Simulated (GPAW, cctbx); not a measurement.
# By hand: from a DFT structure factor to an extinction distance in (PbS)2(SnSe)2

(PbS)2(SnSe)2, P4/nmm (no. 129, origin choice 1), a = 4.2469 Å, b = 4.2469 Å, c = 12.1015 Å, α = 90.00°, β = 90.00°, γ = 90.00°.

```
atom  mult.    x    y       z
 Pb1      2  1/2    0  0.8780
 Sn1      2  1/2    0  0.3700
 Se1      2    0  1/2  0.3758
  S1      2    0  1/2  0.8724
```

The cell is a (PbS)2(SnSe)2 superlattice along [001] of the rock-salt type, started at the mean lattice constant and relaxed freely, with no substrate.

A DFT run (GPAW, PBE, 450 eV, 6×6×2 k-points (along the axes of the calculation cell), Fermi–Dirac width 0.05 eV) gives the static X-ray structure factor of 102 as 150.017 e for the conventional cell; superposed free atoms give 150.815 e. **Problem.** Find the Fourier component V of the crystal potential and the two-beam extinction distance at 120 kV in both cases.

**1. Geometry**

The cell volume is Ω = 218.26 Å³ and d(102) = 3.4761 Å, so g = 1/d = 0.2877 Å⁻¹.

**2. The nuclei**

Electrons feel nuclei as well as electrons, so the nuclear charges are summed with the same phases.

Phase sums Σ exp(2πi h·x), turned so that the total is real and positive: Pb +1.999, Sn +1.996, Se -2.000, S -1.999. Then F_Z = 82 × (+1.999) + 50 × (+1.996) + 34 × (-2.000) + 16 × (-1.999) = 163.71 e. The electron term has the same sign for this reflection.

**3. Mott–Bethe**

Poisson's equation, term by term, gives V = (e/4πε₀)(F_Z − F)/(πΩg²), with e/4πε₀ = 14.3996 V Å.

The prefactor is 14.3996 × 3.4761²/(π × 218.26) = 0.25375 V per electron. Free atoms: (163.71 − 150.815) × 0.25375 = 3.272 V. Crystal: (163.71 − 150.017) × 0.25375 = 3.474 V. F changes by -0.53 % and V by +6.2 %: the same 0.80 e is measured against F_Z − F = 12.9 e in place of F = 150.8 e.

**4. Extinction distance**

In the two-beam case ξ = 1/(λU) with U = 2γm₀eV/h², that is ξ = 150.41 V Å²/(γλV).

At 120 kV, λ = 0.03349 Å and γ = 1.2348. Free atoms: ξ = 1112 Å. Crystal: ξ = 1047 Å. The thickness fringes go as sin²(πt/ξ), so the two patterns slip by a quarter of a period when t|1/ξ₁ − 1/ξ₀| = 1/4, at t ≈ 449 nm. Thermal motion, absorption and many-beam coupling, left out here, change a real pattern.

**5. Answer**

V(102) is 3.47 V against 3.27 V, and ξ is 1047 against 1112 Å. Limits: static atoms, two beams.

[Outputs are excerpts: Python notices, other lines and further rows are left out; steps that failed or that the build refused (PBEsol, TPSS) are not shown.]

[Logs are printed without paths, hosts, clocks, repeated set-up lines and the standing remarks that a program may print on its own settings, such as how far it seeks lower states.]
